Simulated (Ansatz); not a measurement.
# OH on Ni(100): change of the work function, part 3 of 5

Aim: the work function of Ni(100) at several coverages of OH (top site), and the dipole that each adsorbate carries.

Ansatz 0.2.0; plane-wave DFT, PBEsol, Ansatz PAW.

So far, work function, upper face (eV): step 2 (the clean slab) 4.99.

### Step 3. Adsorbate added, k-mesh 6×6×1, coverage 0.25 ML (continued)

Valence density in the ca plane at fractional y = 0.000, with atoms of Ni and O and H within 0.2 Å of it. It is the smooth field of the valence electrons, not physical close to the nuclei.

Ten steps, logarithmic in the rise over the least value, from '0' (0 e/Å³) to '9' (45 e/Å³), each cell a mean:
```
00012587410001478623553210000000000000000000
00001243211011134211221100000000000000000000
01111111111111111100000000000000000000000000
01111111111111111000000000000000000000000000
00001244210011244200000000000000000000000000
00012687410001588510000000000000000000000000
00012698510002699510000000000000000000000000
00011466310011366310000000000000000000000000
00111122111111122100000000000000000000000000
01110111111111111000000000000000000000000000
00111122111111122101111000000000000000000000
00011466310001356422443100000000000000000000
00012699510001489733554310000000000000000000
```
Columns run along c (16.0 Å, from fractional 0.32 to 0.94 of the cell), rows up along a (5.0 Å). Atoms in or near the plane, at fractional coordinates: Ni at (0.41, 0.00), Ni at (0.55, 0.00), Ni at (0.41, 0.50), Ni at (0.54, 0.50), O at (0.61, 0.00), H at (0.65, 0.00).

ELF in the ca plane at fractional y = 0.000, with atoms of Ni and O and H within 0.2 Å of it. It is the smooth field of the valence electrons, not physical close to the nuclei.

Ten even steps from '0' (0.00) to '9' (0.96), each cell a mean:
```
22222354212221245327768997300000000000000000
22222222222222222115887653100000000000000000
22233222232223222112564211000000000000000000
22232222232223222110121100000000000000000000
22222222222222222110000000000000000000000000
22222354212222355310000000000000000000000000
22222365312222366310000000000000000000000000
22221233222222233210000000000000000000000000
22232122222222222110000000000000000000000000
22233222332223222111343110000000000000000000
22232122222223222114775432000000000000000000
22221233222222233226877885200000000000000000
22222465312221256327538998400000000000000000
```
Columns run along c (16.0 Å, from fractional 0.32 to 0.94 of the cell), rows up along a (5.0 Å). Atoms in or near the plane, at fractional coordinates: Ni at (0.41, 0.00), Ni at (0.55, 0.00), Ni at (0.41, 0.50), Ni at (0.54, 0.50), O at (0.61, 0.00), H at (0.65, 0.00).

The relaxation took 5 steps and lowered the energy by 0.16 eV; the largest force on the free atoms ends at 0.011 eV/Å.

By hand: a sheet of dipoles makes a step −p/(ε₀A) in the electron's potential. With e/ε₀ = 180.95 V·Å, p = 0.1287 e·Å and A = 24.78 Å², that is −180.95 × (0.1287) / 24.78 = -0.939 eV, and the two vacuum levels of the run differ by -0.939 eV.

The covered face has 4.08 eV, -0.92 eV against the clean one; the bare back face has moved by +0.02 eV, a measure of how thin the slab is.

### Step 4. Adsorbate added, k-mesh 6×6×1, coverage 0.5 ML

System of this step: OH/Ni(100). The cell holds 20 atoms: 16 Ni, 2 O and 2 H. Its edges and angles: a = 4.978 Å, b = 4.978 Å, c = 25.990 Å, α = 90.0°, β = 90.0°, γ = 90.0°. Vacuum lies along c.

Another coverage, to see how the dipoles act on each other as their distance changes.

input.yaml

```yaml
crystal:
  lattice:
    - [4.9780317396, 0.0, 0.0]
    - [0.0, 4.9780317396, 0.0]
    - [0.0, 0.0, 25.9899952269]
  atoms:
    - { symbol: Ni, position: [0.25, 0.25, 0.3462870971], spin: 0.76 }
    - { symbol: Ni, position: [0.0, 0.0, 0.4140054627], spin: 0.68 }
    - { symbol: Ni, position: [0.25, 0.25, 0.4800454422], spin: 0.69 }
    - { symbol: Ni, position: [0.0, 0.0, 0.5429010319], spin: 0.75 }
    - { symbol: Ni, position: [0.25, 0.75, 0.3462870971], spin: 0.76 }
    - { symbol: Ni, position: [0.0, 0.5, 0.4140054627], spin: 0.68 }
    - { symbol: Ni, position: [0.25, 0.75, 0.4800454422], spin: 0.69 }
    - { symbol: Ni, position: [0.0, 0.5, 0.5429010319], spin: 0.75 }
    - { symbol: Ni, position: [0.75, 0.25, 0.3462870971], spin: 0.76 }
    - { symbol: Ni, position: [0.5, 0.0, 0.4140054627], spin: 0.68 }
    - { symbol: Ni, position: [0.75, 0.25, 0.4800454422], spin: 0.69 }
    - { symbol: Ni, position: [0.5, 0.0, 0.5429010319], spin: 0.75 }
    - { symbol: Ni, position: [0.75, 0.75, 0.3462870971], spin: 0.76 }
    - { symbol: Ni, position: [0.5, 0.5, 0.4140054627], spin: 0.68 }
    - { symbol: Ni, position: [0.75, 0.75, 0.4800454422], spin: 0.69 }
    - { symbol: Ni, position: [0.5, 0.5, 0.5429010319], spin: 0.75 }
    - { symbol: O, position: [0.0, 0.0, 0.6160060857] }
    - { symbol: O, position: [0.5, 0.5, 0.6160060857] }
    - { symbol: H, position: [0.0, 0.0, 0.6537129029] }
    - { symbol: H, position: [0.5, 0.5, 0.6537129029] }
magnetization:
  spin_polarized: true
kpoints:
  mp_grid: { grid: [6, 6, 1] }
hamiltonian:
  xc: pbesol
scf:
  occupations: { method: fermi_dirac, width: 0.1 }
  convergence: { dr2_threshold: 1.0e-08 }
efield:
  axis: 3
  dipole_correction: true
  ramp_position: 0.97
  ramp_width: 0.06
relax:
  f_tol: 0.02
  max_steps: 60
  constraints: [{ sites: [0, 1, 4, 5, 8, 9, 12, 13] }]
output:
  bader: true
  dos: { projected: true, e_range: [-8, 4] }
  write_potential: true
  write_density: true
  volumetric_format: npy
```

The run is started by

```
> ansatz run input.yaml --threads 4 --pin off --max-ram 12288MiB --backend cpu --events-out ev --progress --plain --runs-dir out
```

Numbers of over 12 decimals in the logs are rounded to 6 here.

Log:

```text
[...]
Crystal: 20 atoms, lattice volume = 644.053 Å³
Basis set: ecut = 420 eV, 12619 PW (Γ), exchange–correlation on 72×72×360 points (8 copies of the dense FFT grid, shifted against one another)
Bands: 189, of which v1, the nominal top of the filled ones, is band 151 counted from 1 (150 counted from 0)
Symmetry: 16 space group operations
k-points: 10 of 36
[...]
Starting moments: Σ|m| = 11.52 μB on 16 of 20 sites
[...]
SCF iter   1: F=—  HF=-94013.043416 eV  |F-HF|=—  |Δ(HF+E_count)|=         —  Δρ=3.90e-2 (↑2.46e-2 ↓3.90e-2)  dr2=2.92e1  dr2_m=1.23e0  M=12.605 μB ∫|m|=13.076 μB  β_m=1.00  ethr=3.10e-3  p=-0.000 e·Å  D=-9.05e-7 V/Å  ΔV_dip=0.00 eV  dr2_dipole=2.13e0  V_vac-E_F(+/−)=7.32/7.32 eV  ⟨swp⟩=10.4  Hψ=19500  notcnv=0  defer=237
[...]
SCF iter  18: F=-94022.937836 eV  HF=-94022.937836 eV  |F-HF|=2.30e-9  |Δ(HF+E_count)|=   1.67e-8  Δρ=6.39e-7 (↑1.78e-7 ↓6.39e-7)  dr2=4.14e-9  dr2_m=4.95e-10  M=11.772 μB ∫|m|=13.090 μB  ethr=3.09e-12  p=0.135 e·Å  D=3.80e-2 V/Å  ΔV_dip=-0.99 eV  dr2_dipole=2.84e-10  V_vac-E_F(+/−)=4.04/5.03 eV  ⟨swp⟩=16.2  Hψ=28925  notcnv=0
SCF 1 converged in 18 iterations: F = -94022.937836 eV  dr2 = 4.14e-9
[...]
relax step   1: F+E_penalty+E_count = -94022.93783621 eV  Δ(F+E_penalty+E_count) = +0.000e0 eV  max|allowed force component| = 2.210e0 eV/Å  Δτ_max = 0.0000 Å  (18 SCF iters, accepted)
[...]
SCF iter  16: F=-94023.224157 eV  HF=-94023.224157 eV  |F-HF|=8.11e-9  |Δ(HF+E_count)|=  1.46e-10  Δρ=5.57e-7 (↑1.65e-7 ↓5.57e-7)  dr2=7.16e-9  dr2_m=3.69e-10  M=11.658 μB ∫|m|=12.967 μB  ethr=1.25e-12  p=0.174 e·Å  D=4.90e-2 V/Å  ΔV_dip=-1.27 eV  dr2_dipole=1.50e-9  V_vac-E_F(+/−)=3.75/5.03 eV  ⟨swp⟩=11.2  Hψ=25918  notcnv=0
SCF 2 converged in 16 iterations: F = -94023.224157 eV  dr2 = 7.16e-9
relax step   2: F+E_penalty+E_count = -94023.22415701 eV  Δ(F+E_penalty+E_count) = -2.863e-1 eV  max|allowed force component| = 1.496e0 eV/Å  Δτ_max = 0.0825 Å  (16 SCF iters, accepted)
SCF iter   1: F=—  HF=-94023.437228 eV  |F-HF|=—  |Δ(HF+E_count)|=         —  Δρ=6.72e-3 (↑4.52e-3 ↓6.72e-3)  dr2=1.34e0  dr2_m=3.41e-2  M=11.536 μB ∫|m|=12.845 μB  β_m=1.00  ethr=2.37e-3  p=0.174 e·Å  D=4.90e-2 V/Å  ΔV_dip=-1.27 eV  dr2_dipole=4.21e-1  V_vac-E_F(+/−)=3.69/4.96 eV  ⟨swp⟩=4.3  Hψ=9709  notcnv=0  defer=335
[...]
SCF iter  14: F=-94023.330556 eV  HF=-94023.330556 eV  |F-HF|=5.09e-10  |Δ(HF+E_count)|=   1.68e-8  Δρ=9.33e-7 (↑3.19e-7 ↓9.33e-7)  dr2=7.20e-9  dr2_m=1.04e-9  M=11.480 μB ∫|m|=12.772 μB  ethr=3.31e-12  p=0.242 e·Å  D=6.80e-2 V/Å  ΔV_dip=-1.77 eV  dr2_dipole=2.20e-10  V_vac-E_F(+/−)=3.26/5.02 eV  ⟨swp⟩=12.6  Hψ=28431  notcnv=0
SCF 3 converged in 14 iterations: F = -94023.330556 eV  dr2 = 7.20e-9
relax step   3: F+E_penalty+E_count = -94023.33055571 eV  Δ(F+E_penalty+E_count) = -1.064e-1 eV  max|allowed force component| = 6.462e-1 eV/Å  Δτ_max = 0.1027 Å  (14 SCF iters, accepted)
[...]
relax step   4: F+E_penalty+E_count = -94023.34422628 eV  Δ(F+E_penalty+E_count) = -1.367e-2 eV  max|allowed force component| = 5.162e-1 eV/Å  Δτ_max = 0.0825 Å  (15 SCF iters, accepted)
SCF iter   1: F=—  HF=-94023.361722 eV  |F-HF|=—  |Δ(HF+E_count)|=         —  Δρ=1.84e-3 (↑1.73e-3 ↓1.84e-3)  dr2=5.65e-2  dr2_m=3.06e-3  M=11.583 μB ∫|m|=12.882 μB  β_m=1.00  ethr=2.77e-4  p=0.211 e·Å  D=5.94e-2 V/Å  ΔV_dip=-1.54 eV  dr2_dipole=1.43e-2  V_vac-E_F(+/−)=3.46/5.01 eV  ⟨swp⟩=3.6  Hψ=7446  notcnv=0  defer=330
[...]
SCF iter  15: F=-94023.355518 eV  HF=-94023.355518 eV  |F-HF|=3.11e-9  |Δ(HF+E_count)|=  7.42e-10  Δρ=3.96e-7 (↑1.75e-7 ↓3.96e-7)  dr2=2.46e-9  dr2_m=1.43e-10  M=11.537 μB ∫|m|=12.837 μB  ethr=3.23e-12  p=0.220 e·Å  D=6.18e-2 V/Å  ΔV_dip=-1.61 eV  dr2_dipole=1.83e-10  V_vac-E_F(+/−)=3.42/5.03 eV  ⟨swp⟩=11.6  Hψ=25695  notcnv=0
SCF 5 converged in 15 iterations: F = -94023.355518 eV  dr2 = 2.46e-9
relax step   5: F+E_penalty+E_count = -94023.35551833 eV  Δ(F+E_penalty+E_count) = -1.129e-2 eV  max|allowed force component| = 1.597e-2 eV/Å  Δτ_max = 0.0350 Å  (15 SCF iters, accepted)
[...]
SCF converged after 15 iterations
Magnetization: 11.5368 μB (156.7684 up, 145.2316 down)
Absolute magnetization: 12.8479 μB (∫|ρ↑−ρ↓|, with the PAW one-centre terms)
[...]
Per-site moments (μB) at R_I (Å): [(0.759508, 1.026719), (0.672892, 1.011428), (0.717455, 0.996148), (0.764781, 0.719854), (0.759508, 1.026719), (0.678710, 1.011428), (0.717455, 0.996148), (0.789290, 0.996148), (0.759508, 1.026719), (0.678710, 1.011428), (0.717455, 0.996148), (0.789290, 0.996148), (0.759508, 1.026719), (0.672892, 1.011428), (0.717455, 0.996148), (0.764781, 0.719854), (0.048239, 0.397080), (0.048239, 0.397080), (0.00319628, 0.397080), (0.00319628, 0.397080)]
Free energy (F): -94023.355518 eV
[...]
Internal energy: -94022.329636 eV  (E = F + TS)
E sigma→0 (E₀):  -94022.842577 eV
Entropy (-TS):   -1.025882 eV (-51.294 meV/atom)
Fermi energy:    2.095229 eV
Dipole field:    D = 0.061854 V/Å  (p = 0.220153 e·Å, saw-weighted, corrected)
Work function:   Φ+ = 3.4177 eV   Φ− = 5.0253 eV
[...]
--- Forces (eV/Å), atoms counted from 1 ---
  atom   1  Ni     0.00000000     0.00000000     0.65654798
  atom   2  Ni     0.00000000     0.00000000    -0.66261493
  atom   3  Ni     0.00000000     0.00000000    -0.00384624
  atom   4  Ni    -0.00000000     0.00000000     0.01146970
  atom   5  Ni     0.00000000    -0.00000000     0.65654798
  atom   6  Ni     0.00000000     0.00000000    -0.64480766
  atom   7  Ni     0.00000000     0.00000000    -0.00384624
  atom   8  Ni     0.00000000    -0.00000000     0.00156577
  atom   9  Ni     0.00000000    -0.00000000     0.65654798
  atom  10  Ni     0.00000000     0.00000000    -0.64480766
  atom  11  Ni     0.00000000     0.00000000    -0.00384624
  atom  12  Ni     0.00000000     0.00000000     0.00156577
  atom  13  Ni     0.00000000     0.00000000     0.65654798
  atom  14  Ni     0.00000000    -0.00000000    -0.66261493
  atom  15  Ni     0.00000000     0.00000000    -0.00384624
  atom  16  Ni    -0.00000000    -0.00000000     0.01146970
  atom  17  O      0.00000000    -0.00000000    -0.01596891
  atom  18  O      0.00000000    -0.00000000    -0.01596891
  atom  19  H      0.00000000     0.00000000     0.00496012
  atom  20  H      0.00000000     0.00000000     0.00496012
  max |Σ_I F_I| component: 1.51e-5 eV/Å
--- Band table (eV; the first three rows and the last of 20) ---
  k-point 0 ↑: bands = [... 147 lower, 1.4800, 1.5083, 1.5181, 1.5399, 1.5399, 1.6424, 1.6796, 1.9181, ... 34 higher]
  k-point 1 ↑: bands = [... 147 lower, 1.4566, 1.4690, 1.4792, 1.5373, 1.5625, 1.5917, 1.6522, 1.6653, ... 34 higher]
  k-point 2 ↑: bands = [... 147 lower, 1.4155, 1.4472, 1.4477, 1.4694, 1.4818, 1.4941, 1.5069, 1.5623, ... 34 higher]
  k-point 9 ↓: bands = [... 147 lower, 1.9421, 2.0303, 2.0303, 2.0847, 2.0847, 2.4009, 2.4009, 2.4027, ... 34 higher]
--- Relaxed structure (5 steps of the walk, 5 accepted, 0 SCFs on fresh bases) ---
  F+E_penalty+E_count = -94023.35551833 eV   max|allowed force component| = 1.597e-2 eV/Å
  atoms:
    - { symbol: Ni, position: [0.25, 0.25, 0.346287] }
    - { symbol: Ni, position: [0.0, 0.0, 0.4140054627] }
    - { symbol: Ni, position: [0.25, 0.25, 0.479691] }
    - { symbol: Ni, position: [0, 0, 0.544275] }
    - { symbol: Ni, position: [0.25, 0.750000, 0.346287] }
    - { symbol: Ni, position: [0.0, 0.5, 0.4140054627] }
    - { symbol: Ni, position: [0.25, 0.750000, 0.479691] }
    - { symbol: Ni, position: [0, 0.5, 0.543313] }
    - { symbol: Ni, position: [0.750000, 0.25, 0.346287] }
    - { symbol: Ni, position: [0.5, 0.0, 0.4140054627] }
    - { symbol: Ni, position: [0.750000, 0.25, 0.479691] }
    - { symbol: Ni, position: [0.5, 0, 0.543313] }
    - { symbol: Ni, position: [0.750000, 0.750000, 0.346287] }
    - { symbol: Ni, position: [0.5, 0.5, 0.4140054627] }
    - { symbol: Ni, position: [0.750000, 0.750000, 0.479691] }
    - { symbol: Ni, position: [0.5, 0.5, 0.544275] }
    - { symbol: O, position: [0, 0, 0.611420] }
    - { symbol: O, position: [0.5, 0.5, 0.611420] }
    - { symbol: H, position: [0, 0, 0.648458] }
    - { symbol: H, position: [0.5, 0.5, 0.648458] }
--- Bader charges: 20 sites ---
  site symbol  charge [e]  shift [e]    m [muB]
     0     Ni     -0.0147     0.0001     0.7229
     1     Ni      0.0123     0.0000     0.6355
     2     Ni      0.0106     0.0001     0.6798
     3     Ni      0.3033     0.0044     0.7741
     4     Ni     -0.0147     0.0001     0.7229
     5     Ni      0.0136     0.0000     0.6408
     6     Ni      0.0106     0.0001     0.6798
     7     Ni      0.2080     0.0002     0.7695
     8     Ni     -0.0147     0.0001     0.7229
     9     Ni      0.0136     0.0000     0.6408
    10     Ni      0.0106     0.0001     0.6798
    11     Ni      0.2080     0.0002     0.7695
    12     Ni     -0.0147     0.0001     0.7229
    13     Ni      0.0123     0.0000     0.6355
    14     Ni      0.0106     0.0001     0.6798
    15     Ni      0.3033     0.0044     0.7741
    16      O     -1.1202     0.0015     0.1356
    17      O     -1.1202     0.0015     0.1356
    18      H      0.5913     0.0026     0.0073
    19      H      0.5913     0.0026     0.0073
  estimated error of the sums over rays = 5.2e-4 e
```

Elapsed: 11 min, on 4 threads of Arm Neoverse V2, shared host; peak memory 4 GiB.

Step by step:

```
step  energy less that of the first step (eV)  largest force component (eV/Å)
   1                                   0.0000                          2.2104
   2                                  -0.2863                          1.4959
   3                                  -0.3927                          0.6462
   4                                  -0.4064                          0.5162
   5                                  -0.4177                          0.0160
```

The run keeps the 16 symmetry operations that it works with, so distortions that break them were not tested.

The atoms that moved most (Å):

```
atom     dx     dy      dz  length
 H20  0.000  0.000  -0.137   0.137
 H19  0.000  0.000  -0.137   0.137
 O18  0.000  0.000  -0.119   0.119
 O17  0.000  0.000  -0.119   0.119
 Ni4  0.000  0.000   0.036   0.036
Ni16  0.000  0.000   0.036   0.036
 Ni8  0.000  0.000   0.011   0.011
Ni12  0.000  0.000   0.011   0.011
```

The relaxed structure:

```xyz
20
Lattice="4.9780 0.0000 0.0000 0.0000 4.9780 0.0000 0.0000 0.0000 25.9900" Properties=species:S:1:pos:R:3
Ni    1.2445    1.2445    9.0000
Ni    0.0000    0.0000   10.7600
Ni    1.2445    1.2445   12.4672
Ni    0.0000    0.0000   14.1457
Ni    1.2445    3.7335    9.0000
Ni    0.0000    2.4890   10.7600
Ni    1.2445    3.7335   12.4672
Ni    0.0000    2.4890   14.1207
Ni    3.7335    1.2445    9.0000
Ni    2.4890    0.0000   10.7600
Ni    3.7335    1.2445   12.4672
Ni    2.4890    0.0000   14.1207
Ni    3.7335    3.7335    9.0000
Ni    2.4890    2.4890   10.7600
Ni    3.7335    3.7335   12.4672
Ni    2.4890    2.4890   14.1457
O     0.0000    0.0000   15.8908
O     2.4890    2.4890   15.8908
H     0.0000    0.0000   16.8534
H     2.4890    2.4890   16.8534
```

This step gave:

| Quantity | Value |
| --- | --- |
| energy at zero smearing | -94022.8426 eV |
| total moment | 11.54 μB |
| work function, upper face | 3.418 eV |
| work function, lower face | 5.025 eV |
| dipole along the normal | 0.2202 e·Å |
| step between the vacuum levels | -1.608 eV |

The density of states has structure finer than the step of the table below, so its rows give means over 0.5 eV, whole bins alone (the curve runs from -8 to 1.98 eV). Peaks (eV: height): total -2.35: 65.2, -1.65: 53.2, -1.47: 53.7, -1.17: 61.0, -0.93: 63.1, -0.63: 75.3, -0.54: 62.0; up -2.35: 47.3, -2.17: 33.2, -1.65: 35.3, -1.08: 38.1, -0.75: 42.2, -0.63: 50.8, -0.54: 44.9; down -1.68: 28.5, -1.53: 38.1, -0.93: 32.6, -0.45: 33.3, -0.09: 43.2, 0.03: 31.1, 0.30: 44.6.

Table of density of states by energy, zero at the Fermi level; means over each step; values in states/eV a cell:

```
energy (eV)  total     up   down
       -7.5   1.51  0.695  0.814
       -7.0   1.32  0.654  0.662
       -6.5   2.29   1.20   1.09
       -6.0   2.75   1.41   1.34
       -5.5   3.57   1.97   1.60
       -5.0   5.31   3.37   1.95
       -4.5   12.7   8.78   3.92
       -4.0   23.5   15.4   8.15
       -3.5   28.9   14.2   14.6
       -3.0   28.8   15.5   13.3
       -2.5   32.5   19.7   12.8
       -2.0   33.1   17.9   15.2
       -1.5   43.9   22.9   21.0
       -1.0   49.1   30.4   18.7
       -0.5   43.7   20.5   23.2
        0.0   31.9   3.17   28.7
        0.5   12.7   2.66   10.0
        1.0   5.29   2.00   3.29
        1.5   5.93   3.29   2.64
```

Projected DOS per atom over height of the atomic layer and energy from the Fermi level. Layers: Ni4 Ni4 Ni4 Ni4 O2 H2 from below.

Ten even steps from '0' (0.00 states/eV) to '9' (4.07 states/eV), each cell a mean:
```
000000
000000
000000
222200
534510
765710
965710
755610
644300
566510
344210
244320
244340
134320
012100
000000
000000
000000
000000
000000
000000
000020
```
Columns: height of the atomic layer (Å) from 9 to 16.9 (not evenly spaced); rows upwards: energy from the Fermi level (eV) from -7.96 to 1.95.

Projected DOS per atom, spin up over height of the atomic layer and energy from the Fermi level. Layers: Ni4 Ni4 Ni4 Ni4 O2 H2 from below.

Ten even steps from '0' (0.00 states/eV) to '9' (2.38 states/eV), each cell a mean:
```
000000
000000
000000
000000
000000
454410
966820
653610
732300
567510
445320
232200
244330
134330
022100
001000
000000
000000
000000
000000
000000
000000
```
Columns: height of the atomic layer (Å) from 9 to 16.9 (not evenly spaced); rows upwards: energy from the Fermi level (eV) from -7.96 to 1.95.

Projected DOS per atom, spin down over height of the atomic layer and energy from the Fermi level. Layers: Ni4 Ni4 Ni4 Ni4 O2 H2 from below.

Ten even steps from '0' (0.00 states/eV) to '9' (2.01 states/eV), each cell a mean:
```
000000
000000
000000
443400
967920
864810
854500
745600
456300
445320
232210
255440
123340
122220
011000
000000
000000
000000
000000
000000
000000
000040
```
Columns: height of the atomic layer (Å) from 9 to 16.9 (not evenly spaced); rows upwards: energy from the Fermi level (eV) from -7.96 to 1.95.

Site moment by atom:

```
atom  site moment (μB)
 Ni1             0.760
 Ni2             0.673
 Ni3             0.717
 Ni4             0.765
 Ni5             0.760
 Ni6             0.679
 Ni7             0.717
 Ni8             0.789
 Ni9             0.760
Ni10             0.679
Ni11             0.717
Ni12             0.789
Ni13             0.760
Ni14             0.673
Ni15             0.717
Ni16             0.765
 O17             0.048
 O18             0.048
 H19             0.003
 H20             0.003
```

The relaxation took 5 steps and lowered the energy by 0.42 eV; the largest force on the free atoms ends at 0.016 eV/Å.

The covered face has 3.42 eV, -1.58 eV against the clean one; the bare back face has moved by +0.03 eV, a measure of how thin the slab is.

(Part 3 of 5 ends here.)

[Logs are printed without paths, hosts, clocks, repeated set-up lines and the standing remarks that a program may print on its own settings, such as how far it seeks lower states.]

[Hosts, paths, dates, database ids (printed as entryN), source tags and the programs' standing remarks are cut or masked in the printed files.]

[Maps of the electrostatic potential energy from Ansatz leave out the sawtooth potential of an applied field or a dipole correction, so their vacuum need not be flat; planar profiles and work functions include it.]
